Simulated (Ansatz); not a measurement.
**Ca3SiS (model cell, started as antiperovskite): a soft mode frozen in**

Aim: this structure of Ca3SiS (model cell, started as antiperovskite) is to be tested for unstable modes, and one is followed downhill.

Main program and level: Ansatz 0.2.0; DFT PBEsol, scalar-relativistic, plane waves, PAW; PAW set soft_1.

The structure was built from a prototype and need not be the compound's stable phase.

## Step 1: The starting structure

Symmetry: Pm-3m, No. 221, cubic system. The conventional cell has a = 5.168 Å, b = 5.168 Å, c = 5.168 Å, α = 90.00°, β = 90.00°, γ = 90.00°. Nearest to Si lie 12 Ca at 3.65 Å. S has 6 Ca at 2.58 Å nearest. Nearest to Ca lie 2 S at 2.58 Å and 8 Ca at 3.65 Å and 4 Si at 3.65 Å. Farther neighbours and most contacts between anions are not listed.

Structure file:

```cif
data_structure
_symmetry_space_group_name_H-M 'P 1'
_symmetry_Int_Tables_number 1
_cell_length_a 5.1680
_cell_length_b 5.1680
_cell_length_c 5.1680
_cell_angle_alpha 90.000
_cell_angle_beta 90.000
_cell_angle_gamma 90.000
_cell_volume 138.03
loop_
_atom_site_label
_atom_site_type_symbol
_atom_site_fract_x
_atom_site_fract_y
_atom_site_fract_z
_atom_site_occupancy
Si1 Si 0.00000 0.00000 0.00000 1
S2 S 0.50000 0.50000 0.50000 1
Ca3 Ca 0.50000 0.50000 0.00000 1
Ca4 Ca 0.50000 0.00000 0.50000 1
Ca5 Ca 0.00000 0.50000 0.50000 1
```

## Step 2: Response at finite wavevector

The cell comes from relaxations at this level that are not shown. Stability and thermal properties need the whole zone. Linear response on a 2×2×2 q mesh gives force constants as far as a supercell of that size would.

Contents of input.yaml:

```yaml
crystal:
  lattice:
    - [5.1680341995, 0.0, 0.0]
    - [0.0, 5.1680341995, 0.0]
    - [0.0, 0.0, 5.1680341995]
  atoms:
    - { symbol: Si, position: [0.0, 0.0, 0.0] }
    - { symbol: S, position: [0.5, 0.5, 0.5] }
    - { symbol: Ca, position: [0.5, 0.5, 0.0] }
    - { symbol: Ca, position: [0.5, 0.0, 0.5] }
    - { symbol: Ca, position: [0.0, 0.5, 0.5] }
kpoints:
  mp_grid: { grid: [8, 8, 8] }
hamiltonian:
  xc: pbesol
  pseudopotentials: { kind: paw, azcp: { folder: soft_1 }, xc_functional: pbe }
scf:
  occupations: { method: methfessel_paxton, width: 0.2 }
output:
  eigenvalues: true
phonons:
  method: dfpt
  qmesh: [2, 2, 2]
  temperatures: { t_max: 1000, t_step: 50 }
  qpath:
    path:
      - [[0.0, 0.0, 0.0], [0.0, 0.5, 0.0], [0.5, 0.5, 0.0], [0.0, 0.0, 0.0], [0.5, 0.5, 0.5], [0.0, 0.5, 0.0]]
      - [[0.5, 0.5, 0.5], [0.5, 0.5, 0.0]]
    npoints: 10
```

Run with:

```sh
$ ansatz run input.yaml --threads 8 --pin off --max-ram 16384MiB --backend cpu --events-out ev --progress --plain --runs-dir out
```

Numbers of over 12 decimals in the logs are rounded to 6 here.

Log:

```text
Engine: ansatz 0.2.0, aarch64-unknown-linux-gnu
Pseudopotentials: kind: paw
Pseudopotential: Si, paw, valence charge 4, recommended cutoff 420 eV (normal), soft_1/Si.paw.azcp
Pseudopotential: S, paw, valence charge 6, recommended cutoff 420 eV (normal), soft_1/S.paw.azcp
Pseudopotential: Ca, paw, valence charge 10, recommended cutoff 420 eV (normal), soft_1/Ca.paw.azcp
Functional definition: PBEsol
  exchange = pbesol_x
  correlation = pbesol_c
Crystal: 5 atoms, lattice volume = 138.031 Å³
Basis set: ecut = 420 eV, 2721 PW (Γ), exchange–correlation on 72×72×72 points (8 copies of the dense FFT grid, shifted against one another)
Bands: 25, of which v1, the nominal top of the filled ones, is band 20 counted from 1 (19 counted from 0)
Symmetry: 48 space group operations
k-points: 35 of 512
Non-local potential: Si, projectors of the file, l = 0: 2, l = 1: 2, l = 2: 1
Non-local potential: S, projectors of the file, l = 0: 2, l = 1: 2, l = 2: 1
Non-local potential: Ca, projectors of the file, l = 0: 3, l = 1: 2, l = 2: 2
PAW form: soft (Blöchl's): semilocal exchange-correlation on the pseudo side does not see the compensation charge
PAW frozen core: Si, regenerated for the run's functional, and the local potential with it (the file was generated under x = pbe(κ = 0.804, μ = 0.219515), c = pbe(β = 0.066725))
PAW frozen core: S, regenerated for the run's functional, and the local potential with it (the file was generated under x = pbe(κ = 0.804, μ = 0.219515), c = pbe(β = 0.066725))
PAW frozen core: Ca, regenerated for the run's functional, and the local potential with it (the file was generated under x = pbe(κ = 0.804, μ = 0.219515), c = pbe(β = 0.066725))
PAW one-centre angular grid: Si, 110 points (default); XC on 64 Gauss nodes
PAW one-centre angular grid: S, 110 points (default); XC on 64 Gauss nodes
PAW one-centre angular grid: Ca, 110 points (default); XC on 64 Gauss nodes
Initial density: superposition of atomic densities (chi_scale 0.1, normalization cell, long waves kept (reshape's long-wave potential 0.00 eV rms))
Initial wavefunctions: pseudopotential atomic-orbital guess
Functional: x = pbesol(κ = 0.804, μ = 0.123457), c = pbesol(β = 0.046)
SCF iter   1: F=—  HF=-6892.202755 eV  |F-HF|=—  |Δ(HF+E_count)|=         —  Δρ=2.49e-2  dr2=1.08e0  ethr=3.10e-3  ⟨swp⟩=9.4  Hψ=10893  notcnv=0
automatic band count: the SCF goes on with 30 bands, as 25 were too few: the levels above may hold too much charge
preconditioner: auto → Kerker (q_TF=auto, 2.219 Å⁻¹)  [metal: Δε(μ)=0.033 eV  Ē_g=5.440 eV  σ=0.200 eV  W_gap=0.14  n_scr=26 (ndim 8)  ℏωp=11.8 eV  f_vac=0.000  D(μ)=0.35/eV (n_scr^D=0)]
SCF iter   2: F=—  HF=-6891.934445 eV  |F-HF|=—  |Δ(HF+E_count)|=   2.68e-1  S|Δr|=    0.00e0  Δρ=1.33e-2  dr2=3.14e-1  ethr=2.71e-3  ⟨swp⟩=2.9  Hψ=1954  notcnv=0  defer=103
SCF iter   3: F=—  HF=-6891.887215 eV  |F-HF|=—  |Δ(HF+E_count)|=   4.72e-2  S|Δr|=    0.00e0  Δρ=4.05e-3  dr2=3.48e-2  ethr=7.86e-4  ⟨swp⟩=3.0  Hψ=1876  notcnv=0  defer=103
SCF iter   4: F=—  HF=-6891.888573 eV  |F-HF|=—  |Δ(HF+E_count)|=   1.36e-3  S|Δr|=    0.00e0  Δρ=5.71e-4  dr2=8.95e-4  ethr=8.71e-5  ⟨swp⟩=2.0  Hψ=1181  notcnv=0  defer=103
SCF iter   5: F=—  HF=-6891.888533 eV  |F-HF|=—  |Δ(HF+E_count)|=   3.93e-5  S|Δr|=    0.00e0  Δρ=1.82e-4  dr2=8.07e-5  ethr=2.24e-6  ⟨swp⟩=2.4  Hψ=1491  notcnv=0  defer=103
SCF iter   6: F=—  HF=-6891.888513 eV  |F-HF|=—  |Δ(HF+E_count)|=   2.06e-5  S|Δr|=    0.00e0  Δρ=4.68e-5  dr2=8.22e-6  ethr=2.02e-7  ⟨swp⟩=2.0  Hψ=1079  notcnv=0  defer=103
SCF iter   7: F=—  HF=-6891.888509 eV  |F-HF|=—  |Δ(HF+E_count)|=   3.74e-6  S|Δr|=    0.00e0  Δρ=1.50e-5  dr2=3.30e-7  ethr=2.05e-8  ⟨swp⟩=2.0  Hψ=1201  notcnv=0  defer=103
SCF iter   8: F=—  HF=-6891.888510 eV  |F-HF|=—  |Δ(HF+E_count)|=   6.80e-7  S|Δr|=    0.00e0  Δρ=3.12e-6  dr2=1.26e-8  ethr=8.25e-10  ⟨swp⟩=2.8  Hψ=1578  notcnv=0  defer=103
SCF iter   9: F=—  HF=-6891.888510 eV  |F-HF|=—  |Δ(HF+E_count)|=   1.76e-9  S|Δr|=    0.00e0  Δρ=6.55e-7  dr2=7.82e-10  ethr=3.14e-11  ⟨swp⟩=2.6  Hψ=1604  notcnv=0  defer=103
SCF iter  10: F=—  HF=-6891.888510 eV  |F-HF|=—  |Δ(HF+E_count)|=  1.70e-10  S|Δr|=    0.00e0  Δρ=1.64e-7  dr2=4.13e-11  ethr=1.95e-12  ⟨swp⟩=1.3  Hψ=971  notcnv=0  defer=103
[...]
SCF 1 converged in 11 iterations: F = -6891.888510 eV  dr2 = 6.98e-13
  greatest PAW one-centre occupation: 0.995 electrons in one spin orbital (limit 2), on the Ca atom at site 4 (counted from 0), in its partial waves of l = 0
Initial density: read from a saved state, or passed on in memory by an earlier SCF of this step, an earlier step, the calling program or the single point that the run made first
[...]
eigensolver tolerance schedule: the retry pair's looser diagonalisation over-reported the residual by 264701.66 of it (diagonalisation noise at an unbounded share of the residual, at the tolerance the schedule requests for it); recorded, not acted on — ethr = c·dr2/N_el stays at c = 1.0e-1
preconditioner: auto → Kerker (q_TF=auto, 2.219 Å⁻¹)  [metal: Δε(μ)=0.025 eV  Ē_g=4.991 eV  σ=0.200 eV  W_gap=0.11  n_scr=26 (ndim 8)  ℏωp=11.8 eV  f_vac=0.000  D(μ)=0.30/eV (n_scr^D=0)]
[...]
SCF 2 converged in 6 iterations: F = -6891.888510 eV  dr2 = 8.30e-12
  greatest PAW one-centre occupation: 0.995 electrons in one spin orbital (limit 2), on the Ca atom at site 3 (counted from 0), in its partial waves of l = 0
k-points: 75 of 512 (irreducible under 8 space group operations, time reversal used)
[...]
preconditioner: auto → Resta (q_TF=auto, 2.219 Å⁻¹)  ε∞=6.6  [insulator: Δε(μ)=0.025 eV  Ē_g=4.998 eV  n_scr=26 (ndim 8)  ℏωp=11.8 eV  f_vac=0.000  ε∞_Penn≈6.6]
[...]
SCF iter   4: F=—  HF=-6891.889457 eV  |F-HF|=—  |Δ(HF+E_count)|=   2.24e-7  Δρ=4.30e-6  dr2=3.90e-8  ethr=1.70e-9  ⟨swp⟩=2.0  Hψ=2357  notcnv=0  defer=158
SCF iter   5: F=—  HF=-6891.889457 eV  |F-HF|=—  |Δ(HF+E_count)|=   1.39e-8  Δρ=9.40e-7  dr2=1.77e-9  ethr=9.76e-11  ⟨swp⟩=2.0  Hψ=3071  notcnv=0  defer=158
SCF iter   6: F=-6891.889457 eV  HF=-6891.889457 eV  |F-HF|=1.73e-11  |Δ(HF+E_count)|=  7.28e-11  Δρ=2.27e-7  dr2=7.54e-11  ethr=1.00e-12  ⟨swp⟩=10.6  Hψ=11040  notcnv=0
SCF 3 converged in 6 iterations: F = -6891.889457 eV  dr2 = 7.54e-11
NSCF: frozen V_eff on 7 k-points
DFPT response loops at Γ: preconditioner auto → Resta (q_TF=auto, 2.219 Å⁻¹)  ε∞=53.2 (no band partly filled); β = 1.00, the filter's whole step (`scf.mixing.beta` (0.50) is not read by the response loops at its default; to damp them type it under 1.00, their step now; it binds the ground state too); Broyden in place of MSR1
[...]
NSCF: frozen V_eff on 250 k-points
DFPT response loops at q = (0, 0, -0.5) (fractional): mixed as the last ones told, above
NSCF: frozen V_eff on 250 k-points
DFPT response loops at q = (0, -0.5, -0.5) (fractional): mixed as the last ones told, above
NSCF: frozen V_eff on 250 k-points
DFPT response loops at q = (-0.5, -0.5, -0.5) (fractional): mixed as the last ones told, above
SCF converged after 11 iterations
Stability not checked: this state was not tested for a lower state beside it, because cold or Methfessel-Paxton smearing, or corrected tetrahedra, fill the levels in a way that the test cannot read (fill_not_monotonic; see scf.lower_state_search)
Free energy (F): -6891.888510 eV
Harris-Foulkes:  -6891.888510 eV  (|F-HF|=0.00e0)
Internal energy: -6891.892730 eV  (E = F + TS)
E sigma→0 (E₀):  -6891.889565 eV
Entropy (-TS):   0.004220 eV (0.844 meV/atom)
Fermi energy:    6.873429 eV
Step filling:    the computed levels leave a gap of 0.0252 eV = 0.1 smearing widths at the electron count; against every level under it full and every level over it empty, smearing changes F+E_penalty+E_count by +0.958 meV and its σ→0 estimate by -0.097 meV
--- Per-component energies (eV) ---
  E_band       = -464.201973
  E_kinetic    = 908.805541
  E_local      = -2753.553046  (includes V_loc(G=0)·N_el)
  E_nonlocal   = 329.847953
  E_hartree    = 941.327436
  E_xc         = -523.317746
  E_vxc        = -603.869660  (∫ρ·V_xc dr)
  E_paw        = -3620.647935  (= ΣΔE_a)
  E_vpaw       = -228.087648  (= ΣTr[D̂ρ^β])
  E_aug_tail   = 0.000024  (compensation charges beyond the density's cutoff)
  E_ewald      = -2174.804850
  E_core_change = 0.449893  (= ΣΔE_core)
  E_smearing   = 0.004220  (= −TS)
  E_closure    = -0.000000  (closes the sum)
  Σ components = -6891.888510   (vs F -6891.888510, Δ=0.00e0)
--- Band table (eV; the first three rows and the last of 35) ---
  k-point 0: bands = [... 16 lower, 2.5066, 6.8594, 6.8594, 6.8594, 6.8846, 6.8846, 6.8846, 6.9484, ... 6 higher]
  k-point 1: bands = [... 16 lower, 2.4859, 5.9949, 6.4739, 6.4739, 6.9199, 7.0458, 7.2626, 7.3910, ... 6 higher]
  k-point 2: bands = [... 16 lower, 2.4371, 5.1399, 6.1973, 6.1973, 7.0123, 7.3192, 7.6046, 8.0050, ... 6 higher]
  k-point 34: bands = [... 16 lower, 0.9970, 5.3723, 5.3723, 5.3723, 7.9578, 7.9578, 7.9578, 9.1383, ... 6 higher]
--- Phonons (Γ-DFPT): 4 representative perturbations + reference (Σ response iterations 12) ---
  ASR residual: 4.676e-5 → 0.000e0 eV/Å²; symmetrization residual: 3.001e-6 eV/Å²
  ASR residual per site (eV/Å²): 4.65e-7 4.68e-5 3.73e-5 3.73e-5 3.73e-5
  Γ frequencies (cm⁻¹): -78.83 -78.83 -78.83 0.00 0.00 0.00 42.08 42.08 42.08 154.75 154.75 154.75 401.04 401.04 401.04
  Unit cell's response to a homogeneous field, on a k mesh of 12×12×12: 1 representative field direction (Σ response iterations 10)
  ε∞ (high-frequency dielectric tensor):
       46.672906    -0.000000     0.000000
       -0.000000    46.672906     0.000000
        0.000000     0.000000    46.672906
  ε⁰ (static dielectric tensor): not given — the deck does not say what the cell's rigid motions are, and on a molecule in a box or a wire the rigid rotations would enter the sum over the modes at Γ. For a crystal or a slab, whose only rigid motions are the translations, set phonons.rigid_motions: translations.
  Born effective charges Z* (e; rows j = field, columns β = displacement):
    site 0:
        -5.97735   -0.00000    0.00000
        -0.00000   -5.97735    0.00000
        -0.00000    0.00000   -5.97735
    site 1:
        -5.01807   -0.00000    0.00000
         0.00000   -5.01807    0.00000
         0.00000    0.00000   -5.01807
    site 2:
         3.96100   -0.00000    0.00000
         0.00000    3.96100    0.00000
         0.00000    0.00000    3.07341
    site 3:
         3.96100    0.00000   -0.00000
         0.00000    3.07341    0.00000
        -0.00000    0.00000    3.96100
    site 4:
         3.07341    0.00000    0.00000
        -0.00000    3.96100    0.00000
        -0.00000    0.00000    3.96100
  Z* charge neutrality: 2.202e-6 e pre-enforcement
  k-mesh period / interband length: 62.0 Å / 9.24 Å = 6.71 at k = (0.0000, 0.0000, 0.0000), direct gap 0.023 eV — UNDER 14: by this measure the k-mesh is too coarse for the response
  optical modes at Γ without the LO–TO term, one row a degenerate level:
      ω (cm⁻¹)  modes    IR ((D/Å)²/amu)
        -78.83      3           156.4951
         42.08      3             0.0000
        154.75      3             0.4308
        401.04      3            55.9874
  optical modes at Γ + LO–TO along q̂ = [1.0000, 0.0000, 0.0000]:
      ω (cm⁻¹)  modes    IR ((D/Å)²/amu)
        -78.83      2           104.3301
         42.08      3             0.0000
        101.59      1            47.4145
        154.75      2             0.2872
        155.08      1             0.6352
        401.04      2            37.3250
        409.51      1            22.9214
  optical modes at Γ + LO–TO along q̂ = [0.0000, 1.0000, 0.0000]:
      ω (cm⁻¹)  modes    IR ((D/Å)²/amu)
        -78.83      2           104.3301
         42.08      3             0.0000
        101.59      1            47.4145
        154.75      2             0.2872
        155.08      1             0.6352
        401.04      2            37.3250
        409.51      1            22.9214
  optical modes at Γ + LO–TO along q̂ = [0.0000, 0.0000, 1.0000]:
      ω (cm⁻¹)  modes    IR ((D/Å)²/amu)
        -78.83      2           104.3301
         42.08      3             0.0000
        101.59      1            47.4145
        154.75      2             0.2872
        155.08      1             0.6352
        401.04      2            37.3250
        409.51      1            22.9214
--- Phonons (arbitrary-q DFPT): 4 irreducible q on the 2×2×2 mesh ---
  q = [0.0000, 0.0000, 0.0000] (star 1, of the zone-centre solve; hermiticity 4.63e-7, symmetrization 1.56e-13): -78.83 -78.83 -78.83 -0.00 0.00 0.00 42.08 42.08 42.08 154.75 154.75 154.75 401.04 401.04 401.04
  q = [0.0000, 0.0000, -0.5000] (star 3, 9 solved perturbations in 975 linear systems a pass and spin channel, the states on 125 of 512 k-point pairs; hermiticity 7.01e-7, symmetrization 1.45e-7): -44.05 -44.05 -21.35 -21.35 24.56 94.79 94.79 111.83 128.55 134.00 134.00 311.04 318.08 401.90 401.90
  q = [0.0000, -0.5000, -0.5000] (star 3, 9 solved perturbations in 975 linear systems a pass and spin channel, the states on 125 of 512 k-point pairs; hermiticity 4.79e-7, symmetrization 1.94e-8): -106.52 -58.90 -58.90 48.90 48.90 60.64 114.76 126.58 126.58 161.69 286.33 309.84 309.84 341.25 401.84
  q = [-0.5000, -0.5000, -0.5000] (star 1, 4 solved perturbations in 350 linear systems a pass and spin channel, the states on 125 of 512 k-point pairs; hermiticity 3.37e-7, symmetrization 2.18e-8): -104.72 -104.72 -104.72 -29.22 -29.22 -29.22 159.66 159.66 159.66 286.81 286.81 310.72 310.72 310.72 349.44
  sum rule: each row above includes the acoustic sum rule's correction from the zone centre's row sums; it moved no ω² by more than (0.63 cm⁻¹)²
  mesh force constants: q→R imaginary residual 2.34e-18; ASR residual 4.676e-5 → 0.000e0 eV/Å²; symmetrization residual 1.066e-14 eV/Å²
  interpolated dispersion: 63 rows × 15 modes
  density of states and harmonic sums: on the 12×12×12 q-mesh, interpolated from the force constants of a 2×2×2 supercell (with the dipole–dipole term)
  largest difference from the sums on the solved wave vectors: F 2.51e-1 eV, S 3.35e-4 and C_V 8.47e-5 eV/K
  zero-point energy: 0.139566 eV/cell   skipped modes (ω ≤ 0): 274, of them read as no rigid motion or as one in doubt: 271 (3.140e0 modes/cell left out, lowest -106.52 cm⁻¹)   left out of the sums: 2.09e-1 of the cell's modes: C_V's classical limit lies that fraction below 3 k_B per atom; for a crystal, a wire or a layer, F and S can be off by more, and a phonons.interpolated_qmesh denser along its periods is the remedy for the sampling
```

Run time: 2.4 min. Hardware: 8 threads of Arm Neoverse V2, shared host; peak memory 2.6 GiB.

The column dr2 measures how far the density is from self-consistency, as an energy; F and HF (Harris–Foulkes) agree once it is small.

Numbers from this step:

* volume per atom: 27.61 Å³
* gap on the k-mesh: 0.02521 eV
* sum-rule residual before enforcement: 4.68e-5 eV/Å²
* lowest frequency on the path: -106.5 cm⁻¹
* point group: m-3m
* highest frequency on the path or at a solved wavevector: 409.5 cm⁻¹
* highest optical mode at the zone centre (no LO-TO term): 401.0 cm⁻¹
* lowest optical zone-centre mode: -78.83 cm⁻¹
* lowest mode on the q mesh (acoustic modes at Γ apart): -106.5 cm⁻¹

Frequencies (cm⁻¹) solved at each irreducible wavevector; negative means imaginary. Frequencies by wavevector, by row:

```tsv
q in reciprocal lattice units	star	mode 1	mode 2	mode 3	mode 4	mode 13	mode 14	mode 15
0 0 0	1	-78.8	-78.8	-78.8	0	401	401	401
0 0 -0.5	3	-44	-44	-21.4	-21.4	318.1	401.9	401.9
0 -0.5 -0.5	3	-106.5	-58.9	-58.9	48.9	309.8	341.2	401.8
-0.5 -0.5 -0.5	1	-104.7	-104.7	-104.7	-29.2	310.7	310.7	349.4
```

Interpolated from a 2×2×2 q mesh. The phonon branches at the labelled points (cm⁻¹):

```tsv
point	branch 1	branch 2	branch 3	branch 4	branch 12	branch 13	branch 14	branch 15
Γ	-79	-79	0	0	155	401	401	410
halfway	-64	-64	24	24	210	386	402	402
X	-44	-44	-21	-21	311	318	402	402
halfway	-91	-35	-34	-25	311	314	383	402
M	-106	-59	-59	49	310	310	341	402
halfway	-80	-52	-45	36	214	374	391	402
Γ	-79	-79	0	0	155	401	401	410
halfway	-76	-75	-75	33	219	374	374	395
R	-105	-105	-105	-29	311	311	311	349
halfway	-92	-84	-69	26	311	312	375	389
X	-44	-44	-21	-21	311	318	402	402
jump to R	-105	-105	-105	-29	311	311	311	349
halfway	-106	-86	-86	9	310	310	333	384
M	-106	-59	-59	49	310	310	341	402
```

Symmetry leaves 4 wavevectors to solve. The lowest mode among them, the acoustic zeros apart, lies at q = (0, -0.5, -0.5) and is imaginary, 106.5i cm⁻¹, so the energy falls along it.

## Step 3: The mode frozen in, largest atomic shift 0 Å

The mode followed lies at q = (-0.5, -0.5, -0.5) with frequency 104.7i cm⁻¹ and is 3-fold degenerate, one of the unstable modes though not the softest. At small amplitude the distorted cell has space group no. 74 by a symmetry search on the positions. The undistorted cell that holds it gives the zero of energy on the same k mesh.

System of this step: Ca3SiS (model cell, started as antiperovskite). It takes space group Pm-3m (No. 221, cubic). The conventional cell has a = 5.168 Å, b = 5.168 Å, c = 5.168 Å, α = 90.00°, β = 90.00°, γ = 90.00°. Nearest to Si lie 12 Ca at 3.65 Å. Nearest to S lie 6 Ca at 2.58 Å. Nearest to Ca lie 2 S at 2.58 Å and 8 Ca at 3.65 Å and 4 Si at 3.65 Å. Farther neighbours and most contacts between anions are not listed.

input.yaml, the sections that differ from step 2:

```yaml
crystal:
  lattice:
    - [5.1680341995, 5.1680341995, 0.0]
    - [5.1680341995, 0.0, 5.1680341995]
    - [5.1680341995, 0.0, -5.1680341995]
  atoms:
    - { symbol: Si, position: [0.0, 0.0, 0.0] }
    - { symbol: Si, position: [0.0, 0.5, 0.5] }
    - { symbol: S, position: [0.5, 0.25, 0.75] }
    - { symbol: S, position: [0.5, 0.75, 0.25] }
    - { symbol: Ca, position: [0.5, 0.5, 0.5] }
    - { symbol: Ca, position: [0.5, 0.0, 0.0] }
    - { symbol: Ca, position: [0.0, 0.5, 0.0] }
    - { symbol: Ca, position: [0.0, 0.0, 0.5] }
    - { symbol: Ca, position: [0.5, 0.5, 0.0] }
    - { symbol: Ca, position: [0.5, 0.0, 0.5] }
output:
  forces: true
  stress: true
  eigenvalues: true
# kpoints, hamiltonian, scf: as in step 2
# phonons: removed
```

Log:

```text
[...]
Crystal: 10 atoms, lattice volume = 276.062 Å³
Basis set: ecut = 420 eV, 5329 PW (Γ), exchange–correlation on 100×100×100 points (8 copies of the dense FFT grid, shifted against one another)
Bands: 50, of which v1, the nominal top of the filled ones, is band 40 counted from 1 (39 counted from 0)
Symmetry: 96 space group operations
[...]
k-points: 29 of 512
[...]
k-point 0: bands = [... 36 lower, 5.3729, 6.8601, 6.8601, 6.8601, 6.8835, 6.8835, 6.8835, 6.9484, ... 6 higher]
  k-point 1: bands = [... 36 lower, 5.3768, 6.2320, 6.4562, 6.4562, 6.9622, 6.9622, 7.1083, 7.3944, ... 6 higher]
  k-point 2: bands = [... 36 lower, 5.3992, 5.6540, 6.0890, 6.0890, 7.1418, 7.1418, 7.3332, 7.9274, ... 6 higher]
  k-point 28: bands = [... 36 lower, 5.5120, 5.5120, 6.0494, 6.0494, 7.4649, 7.4649, 8.1893, 8.1893, ... 6 higher]
[key lines of the parts left out:]
SCF converged after 8 iterations
Free energy (F): -13783.778412 eV
Fermi energy:    6.870934 eV
P = ⅓ Tr σ = 0.0067 GPa (0.067 kbar)
```

The job ended after 2.6 s (8 threads; peak memory 1 GiB; 19 s of CPU time).

Numbers from this step:

```yaml
pressure: 0.006677 GPa
gap_on_the_k_mesh: 0.02340 eV
energy_from_the_undistorted_cell: 0 meV/atom
```

The run ends at a pressure of 0.01 GPa.

(Part 1 of 3 ends here.)

[Logs are printed without paths, hosts, clocks, repeated set-up lines and the standing remarks that a program may print on its own settings, such as how far it seeks lower states.]

[Hosts, paths, dates, database ids (printed as entryN), source tags and the programs' standing remarks are cut or masked in the printed files.]
